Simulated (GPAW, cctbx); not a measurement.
# ScSn2Pt2: what bonding does to one electron reflection, worked out

ScSn2Pt2, I4/mmm (no. 139), a = 4.5364 Å, b = 4.5364 Å, c = 10.7234 Å, α = 90.00°, β = 90.00°, γ = 90.00°.

| atom | mult. | x | y | z |
| --- | --- | --- | --- | --- |
| Pt1 | 4 | 1/2 | 0 | 1/4 |
| Sn1 | 4 | 1/2 | 1/2 | 0.1263 |
| Sc1 | 2 | 0 | 0 | 0 |

The start was made by putting kin elements into a known structure type; the compound need not exist, or be stable, in this form.

A DFT run (GPAW, PBE, 450 eV, 6×6×6 k-points, Fermi–Dirac width 0.1 eV) gives the static X-ray structure factor of 110 as 74.712 e for the conventional cell; superposed free atoms give 74.517 e. **Problem.** Find the Fourier component V of the crystal potential and the two-beam extinction distance at 80 kV in both cases.

### 1. Geometry

The cell volume is Ω = 220.67 Å³ and d(110) = 3.2077 Å, so g = 1/d = 0.3117 Å⁻¹.

### 2. The nuclei

Electrons feel nuclei as well as electrons, so the nuclear charges are summed with the same phases.

Phase sums Σ exp(2πi h·x), turned so that the total is real and positive: Pt +4.000, Sn -4.000, Sc -2.000. Then F_Z = 78 × (+4.000) + 50 × (-4.000) + 21 × (-2.000) = 70.00 e. The electron term has the same sign for this reflection.

### 3. Mott–Bethe

Poisson's equation, term by term, gives V = (e/4πε₀)(F_Z − F)/(πΩg²), with e/4πε₀ = 14.3996 V Å.

The prefactor is 14.3996 × 3.2077²/(π × 220.67) = 0.21372 V per electron. Free atoms: (70.00 − 74.517) × 0.21372 = -0.965 V. Crystal: (70.00 − 74.712) × 0.21372 = -1.007 V. F changes by +0.26 % and V by +4.3 %: the same 0.20 e is measured against F_Z − F = -4.5 e in place of F = 74.5 e.

### 4. Extinction distance

In the two-beam case ξ = 1/(λU) with U = 2γm₀eV/h², that is ξ = 150.41 V Å²/(γλV).

At 80 kV, λ = 0.04176 Å and γ = 1.1566. Free atoms: ξ = 3226 Å. Crystal: ξ = 3093 Å. The thickness fringes go as sin²(πt/ξ), so the two patterns slip by a quarter of a period when t|1/ξ₁ − 1/ξ₀| = 1/4, at t ≈ 1868 nm, thicker than usual samples. Thermal motion, absorption and many-beam coupling, left out here, change a real pattern.

### 5. Answer

V(110) is -1.01 V against -0.97 V, and ξ is 3093 against 3226 Å. Limits: static atoms, two beams.
